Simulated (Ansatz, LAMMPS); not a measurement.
# Glassy 65SnO2-35SiO2 (mol %) (60 atoms): a short ab initio trajectory

Wanted: a short trajectory of glassy 65SnO2-35SiO2 (mol %) (60 atoms) with its pair distributions.

Program: Ansatz 0.2.0. Level of theory: Kohn-Sham DFT, RPBE, PAW (set soft_2), plane waves. Results are calculated unless marked as measured.

## (1) The structure

The cell holds 60 atoms: 13 Sn, 7 Si and 40 O. Its edges and angles: a = 9.248 Å, b = 9.248 Å, c = 9.248 Å, α = 90.0°, β = 90.0°, γ = 90.0°. 60 atoms (13 Sn, 7 Si, 40 O) placed at random at 4.63 g/cm³, melted at 4000 K for 10 ps at fixed volume with the Morse and Coulomb pair potential with partial charges (Pedone, Malavasi, Menziani, Cormack and Segre, J. Phys. Chem. B 110, 11780 (2006)). Quenched from 4000 K to 300 K at 10 K/ps and fixed volume, held 10 ps at zero pressure, then minimised at fixed cell.

Before any run, some limits are plain. The quench rate of 10 K/ps is many orders above laboratory rates, so the cell is likely richer in defects and strain than a real sample. The starting topology of bonds comes from the classical model. The Brillouin zone is sampled at Γ only, in a cell whose shortest periodic width is 9 Å.

## (2) Dynamics at 300 K

A Langevin thermostat couples each atom to a heat bath, at the price of damped dynamics. The time step is 1.0 fs.

input.yaml

```yaml
crystal:
  lattice:
    - [9.24821, 0.0, 0.0]
    - [0.0, 9.24821, 0.0]
    - [0.0, 0.0, 9.24821]
  atoms:
    - { symbol: Sn, position: [0.41165, 0.88224, 0.46254] }
    - { symbol: Sn, position: [0.03209, 0.7673, 0.37515] }
    - { symbol: Sn, position: [0.33267, 0.3088, 0.97586] }
    - { symbol: Sn, position: [0.00142, 0.40826, 0.13609] }
    [... 50 atom lines left out ...]
    - { symbol: O, position: [0.49479, 0.19343, 0.60225] }
    - { symbol: O, position: [0.31924, 0.94414, 0.64724] }
    - { symbol: O, position: [0.13162, 0.27117, 0.242] }
    - { symbol: O, position: [0.12613, 0.57564, 0.17968] }
    - { symbol: O, position: [0.84416, 0.38192, 0.27631] }
    - { symbol: O, position: [0.31147, 0.82389, 0.06547] }
kpoints:
  mp_grid: { grid: [1, 1, 1] }
hamiltonian:
  xc: rpbe
scf:
  occupations: { method: fixed }
output:
  forces: true
md:
  timestep: 1.0
  n_steps: 401
  ensemble: nvt_langevin
  temperature: 300
  initial_velocities: maxwell_boltzmann
  seed: 1378
```

Command:

```console
$ ansatz run input.yaml --threads 4 --pin off --max-ram 8192MiB --backend cpu --events-out ev --progress --plain --runs-dir out
```

It took 23 min on 4 threads of Arm Neoverse V2, shared host; peak memory 1 GiB.

The program notes that it switched symmetry off.

The trajectory, sampled:

| time (fs) | T (K) | potential (meV/atom) |
| --- | --- | --- |
| 0.0 | 295 | 0.0 |
| 27.0 | 353 | -10.1 |
| 53.0 | 288 | -8.9 |
| 80.0 | 294 | -6.9 |
| 107.0 | 294 | -5.4 |
| 134.0 | 303 | -7.3 |
| 160.0 | 269 | -7.8 |
| 187.0 | 269 | -8.6 |
| 214.0 | 285 | -8.7 |
| 241.0 | 270 | -7.4 |
| 267.0 | 247 | -9.5 |
| 294.0 | 314 | -10.1 |
| 321.0 | 277 | -7.1 |
| 348.0 | 328 | -18.3 |
| 374.0 | 323 | -8.8 |
| 401.0 | 269 | -5.1 |

Mean square displacement from the first frame to the last: Sn 0.022 Å², Si 0.020 Å², O 0.035 Å².

Table of mean square displacement by time lag:

```csv
time lag (fs),O (Å²),Si (Å²),Sn (Å²)
1.0,4.4e-5,2.3e-5,6.7e-6
9.0,0.00322,0.00168,5.2e-4
17.0,0.00963,0.00462,0.00174
26.0,0.0173,0.00728,0.00373
34.0,0.0231,0.00874,0.00584
42.0,0.0279,0.00988,0.00808
51.0,0.0322,0.0110,0.0106
59.0,0.0351,0.0118,0.0127
67.0,0.0374,0.0127,0.0147
76.0,0.0398,0.0140,0.0167
84.0,0.0419,0.0153,0.0182
92.0,0.0436,0.0163,0.0195
101.0,0.0447,0.0169,0.0207
109.0,0.0451,0.0173,0.0216
117.0,0.0453,0.0180,0.0223
126.0,0.0455,0.0186,0.0229
134.0,0.0455,0.0190,0.0232
142.0,0.0454,0.0189,0.0234
151.0,0.0452,0.0185,0.0235
159.0,0.0450,0.0182,0.0235
167.0,0.0447,0.0182,0.0233
176.0,0.0441,0.0182,0.0229
184.0,0.0433,0.0184,0.0224
192.0,0.0425,0.0187,0.0219
201.0,0.0419,0.0187,0.0212
```

Over the second half of 401 fs the temperature averages 284 K with swings of 22 K r.m.s. From first frame to last O has the largest mean square displacement, 0.035 Å² at the end; the farthest move is 0.32 Å. Over this window the atoms only vibrate about their places. The count of bonds goes from 103 in the first frame to 104 in the last, by one set of cutoffs: 0 pairs passed out of them and 1 came within. The run spans 0.40 ps, too short for its means to be equilibrium values.

## (3) Local order late in the run

The g(r) is a mean over the second half; what follows it is taken at the last frame.

Density 5.00 g/cm³, 13.18 Å³ an atom.

Mean of 14 frames. g(r), total and by pair (bins of 0.2 Å):

```
r (Å)  total   O-O  O-Sn  O-Si  Sn-Sn  Sn-Si  Si-Si
 1.50   0.24  0.00  0.00  1.52   0.00   0.00   0.00
 1.70   1.54  0.00  0.00  9.87   0.00   0.00   0.00
 1.90   0.57  0.00  1.91  0.12   0.00   0.00   0.00
 2.10   1.94  0.00  6.71  0.00   0.00   0.00   0.00
 2.30   0.37  0.07  1.17  0.00   0.00   0.00   0.00
 2.50   0.53  0.90  0.46  0.00   0.00   0.00   0.00
 2.70   1.34  2.94  0.12  0.02   0.00   0.00   0.24
 2.90   1.19  2.38  0.17  0.31   0.00   0.00   2.74
 3.10   1.00  1.64  0.22  0.71   0.83   0.55   2.57
 3.30   0.91  0.80  0.37  0.70   2.25   4.54   0.18
 3.50   0.95  0.74  0.54  1.29   2.19   3.17   0.00
 3.70   1.02  0.65  1.29  1.18   2.93   0.64   0.39
 3.90   0.95  0.58  1.24  1.29   2.47   0.19   0.49
 4.10   0.90  0.66  1.06  1.48   0.83   0.59   0.05
 4.30   1.03  0.75  1.41  1.56   0.10   0.64   0.79
 4.50   1.09  0.79  1.55  1.23   0.40   1.10   1.64
```

Bonds by pair of elements; cutoffs follow the first minimum of g(r), held within bounds set by covalent radii, and pairs that aren't listed don't count as bonded:

```
pair A-B  cutoff (Å)  bonds  mean length (Å)  spread (Å)  shortest (Å)  B about A  A about B
    O-Sn        2.73     76             2.12       0.155          1.86        1.9       5.85
    O-Si        2.16     28             1.66       0.062          1.58        0.7          4
```

How many atoms have how many bonded neighbours:

| element | mean | 2 | 3 | 4 | 5 | 6 | 7 |
| --- | --- | --- | --- | --- | --- | --- | --- |
| O | 2.6 | 16 | 24 | 0 | 0 | 0 | 0 |
| Si | 4 | 0 | 0 | 7 | 0 | 0 | 0 |
| Sn | 5.85 | 0 | 0 | 0 | 3 | 9 | 1 |

Bond angles (no mean is given where the spread exceeds 20°):

```csv
angle,count,mean (°),spread (°)
O-Sn-O,186,-,-
Sn-O-Sn,53,116,15.5
O-Si-O,42,109,7.3
Si-O-Sn,31,128,15.3
Si-O-Si,4,130,11.7
```

Oxygen atoms by the number of network formers (Si, P, Ge, B, Al, As, Ga) bound to them:

```csv
network formers bound to O,O atoms,per cent
0,16,40
1,20,50
2,4,10
```

Network units: each former by its oxygen neighbours and how many of them bridge to another former:

```
former  O neighbours  bridging O  atoms
    Si             4           0      2
    Si             4           1      2
    Si             4           2      3
```

Bond length by coordination (bonds to H left out):

| element | coordination | atoms | mean bond length (Å) |
| --- | --- | --- | --- |
| O | 2 | 16 | 1.80 |
| O | 3 | 24 | 2.08 |
| Sn | 5 | 3 | 2.05 |
| Sn | 6 | 9 | 2.12 |
| Sn | 7 | 1 | 2.24 |

For some of the pairs, g(r) has its first main peak near 2.7 Å (O-O), 2.1 Å (O-Sn), 1.6 Å (O-Si) and 3.4 Å (Sn-Si). With the cutoffs above, 60 % of O atoms have 3, all Si atoms have 4 and 69 % of Sn atoms have 6 bonded neighbours. Counting bonds to Si alone, not to Sn, 10 % of the oxygens join two of these atoms and 50 % one; 40 % join none. The commonest Si unit has 4 oxygens, 2 of them shared with other formers (3 of 7 atoms).

## (4) Single point at the last frame

The last frame is solved again with fuller output, to read the electronic structure of a thermally displaced geometry.

input.yaml

```yaml
crystal:
  lattice:
    - [9.24821, 0.0, 0.0]
    - [0.0, 9.24821, 0.0]
    - [0.0, 0.0, 9.24821]
  atoms:
    - { symbol: Sn, position: [0.42614, 0.88598, 0.47687] }
    - { symbol: Sn, position: [0.03756, 0.7568, 0.37521] }
    - { symbol: Sn, position: [0.34005, 0.31283, 0.98893] }
    - { symbol: Sn, position: [0.02274, 0.40115, 0.14422] }
    [... 50 atom lines left out ...]
    - { symbol: O, position: [0.51243, 0.193, 0.58803] }
    - { symbol: O, position: [0.33789, 0.95488, 0.65944] }
    - { symbol: O, position: [0.16736, 0.28592, 0.26439] }
    - { symbol: O, position: [0.11742, 0.60163, 0.18784] }
    - { symbol: O, position: [0.86905, 0.4004, 0.28252] }
    - { symbol: O, position: [0.3185, 0.84496, 0.08591] }
kpoints:
  mp_grid: { grid: [1, 1, 1] }
hamiltonian:
  xc: rpbe
scf:
  occupations: { method: fixed }
output:
  forces: true
  stress: true
  populations: true
  dos:
    method: { smearing: { sigma: 0.15 } }
    de: 0.1
    projected: { site_lists: { O: [O], Si: [Si], Sn: [Sn] } }
  eigenvalues: true
  write_density: true
  write_potential: true
  volumetric_format: npy
```

The job ended after 7.9 s (4 threads; peak memory 0.97 GiB; 30 s of CPU time).

The run gave:

```
free energy                                      : -105671.8959 eV
free energy per atom                             : -1761.1983 eV/atom
SCF cycles                                       : 10
pressure                                         : 4.763 GPa
r.m.s. force component                           : 0.7287 eV/Å
longest force                                    : 2.649 eV/Å
Fermi energy                                     : 6.367 eV
gap (highest filled to lowest empty level) : 1.186 eV
spilling of the projection                       : 0.007286
```

Neighbours are counted within 2.73 Å (O-Sn), 2.16 Å (O-Si), the cutoffs taken from the dynamics.

Length of the force by element and coordination:

```
element  coordination  atoms  mean length of the force (eV/Å)  spread  least  most
      O           all     40                            0.998   0.525  0.103  2.16
      O             2     16                             1.05   0.504  0.257  1.91
      O             3     24                            0.960   0.535  0.103  2.16
     Si           all      7                             1.68   0.721  0.368  2.65
     Sn           all     13                             1.19   0.478  0.467  2.34
     Sn             5      3                             1.14   0.311  0.732  1.49
     Sn             6      9                             1.19   0.542  0.467  2.34
     Sn             7      1                             1.35       0   1.35  1.35
```

Löwdin charges by element and coordination (they lack the spilled electrons, 0.055 e an atom on average):

```
element  coordination  atoms  mean charge (e)  spread   least    most
      O           all     40           -0.792  0.0226  -0.860  -0.741
      O             2     16           -0.803  0.0231  -0.860  -0.762
      O             3     24           -0.784   0.019  -0.808  -0.741
     Si           all      7             1.71  0.0216    1.69    1.75
     Sn           all     13             1.76   0.029    1.73    1.85
     Sn             5      3             1.75  0.0103    1.74    1.76
     Sn             6      9             1.77  0.0324    1.73    1.85
     Sn             7      1             1.78       0    1.78    1.78
```

Density of states as counts of states in windows of 1 eV (from the Fermi level), total and the larger projections:

```
from (eV)  to (eV)  total   O p  Sn p  Sn s
      -10       -9    0.0   0.0   0.0   0.0
       -9       -8    4.6   2.8   0.1   0.9
       -8       -7   13.4   8.1   0.3   3.2
       -7       -6   14.1   8.9   0.6   2.7
       -6       -5   14.7  10.4   1.3   1.0
       -5       -4   26.7  20.3   3.2   0.4
       -4       -3   29.3  23.7   2.7   0.3
       -3       -2   39.3  34.4   1.9   0.2
       -2       -1   45.9  43.0   0.8   0.2
       -1        0   48.1  46.2   0.4   0.1
        0        1    3.7   3.6   0.0   0.0
        1        2    2.0   0.5   0.1   1.0
        2        3    0.5   0.2   0.0   0.2
        3        4    8.0   2.9   0.7   3.4
        4        5   11.4   3.9   1.0   5.0
```

With fixed occupations the program's Fermi level is the highest filled level; weight inside the gap is the broadening of levels at its edges.

Between -22 and -10 eV lie 210 more states.

The levels nearest the highest filled one (over half full), pooled over k-points and spins:

| level less the highest filled one (eV) | occupation |
| --- | --- |
| -0.274 | 2 |
| -0.221 | 2 |
| -0.176 | 2 |
| -0.0622 | 2 |
| -0.0331 | 2 |
| 0 | 2 |
| 1.19 | 0 |
| 3.02 | 0 |
| 3.31 | 0 |
| 3.35 | 0 |
| 3.78 | 0 |
| 4.01 | 0 |

Mean Löwdin charges: O -0.79, Si +1.71, Sn +1.76 e (they miss 0.73 % of the electrons, so they add up to more than the cell's charge). The largest share in the top eV of filled states is O p (97 % of the projected weight), and in the lowest eV of empty states Sn s (49 % of the projected weight).

## (5) Results

```yaml
mean_temperature_second_half: 283.7 K
temperature_swing_second_half: 22.08 K
free_energy_per_atom: -1761.1983 eV/atom
pressure: 4.763 GPa
r_m_s_force_component: 0.7287 eV/Å
spacing_of_highest_filled_and_lowest_empty_level: 1.186 eV
wall_time_of_the_2_dft_runs: 23 min
```

In words: Over the second half of 401 fs the temperature averages 284 K with swings of 22 K r.m.s. The count of bonds goes from 103 in the first frame to 104 in the last, by one set of cutoffs: 0 pairs passed out of them and 1 came within. The run spans 0.40 ps, too short for its means to be equilibrium values. With the cutoffs above, 60 % of O atoms have 3, all Si atoms have 4 and 69 % of Sn atoms have 6 bonded neighbours. Counting bonds to Si alone, not to Sn, 10 % of the oxygens join two of these atoms and 50 % one; 40 % join none. The highest filled and lowest empty levels differ by 1.19 eV (at Γ alone); a semilocal functional tends to put such gaps too low. In a disordered cell it changes from sample to sample, and tail or defect levels can set it.

Caveats: The network of bonds at the start is that of the classical potential that made the cell; in DFT 0 of its 103 bonded pairs passed out of the cutoffs and 1 came within them. The pressure of 4.8 GPa is that of one thermal frame at a volume set beforehand, without the kinetic term.

[Logs are printed without paths, hosts, clocks, repeated set-up lines and the standing remarks that a program may print on its own settings, such as how far it seeks lower states.]

[Hosts, paths, dates, database ids (printed as entryN), source tags and the programs' standing remarks are cut or masked in the printed files.]
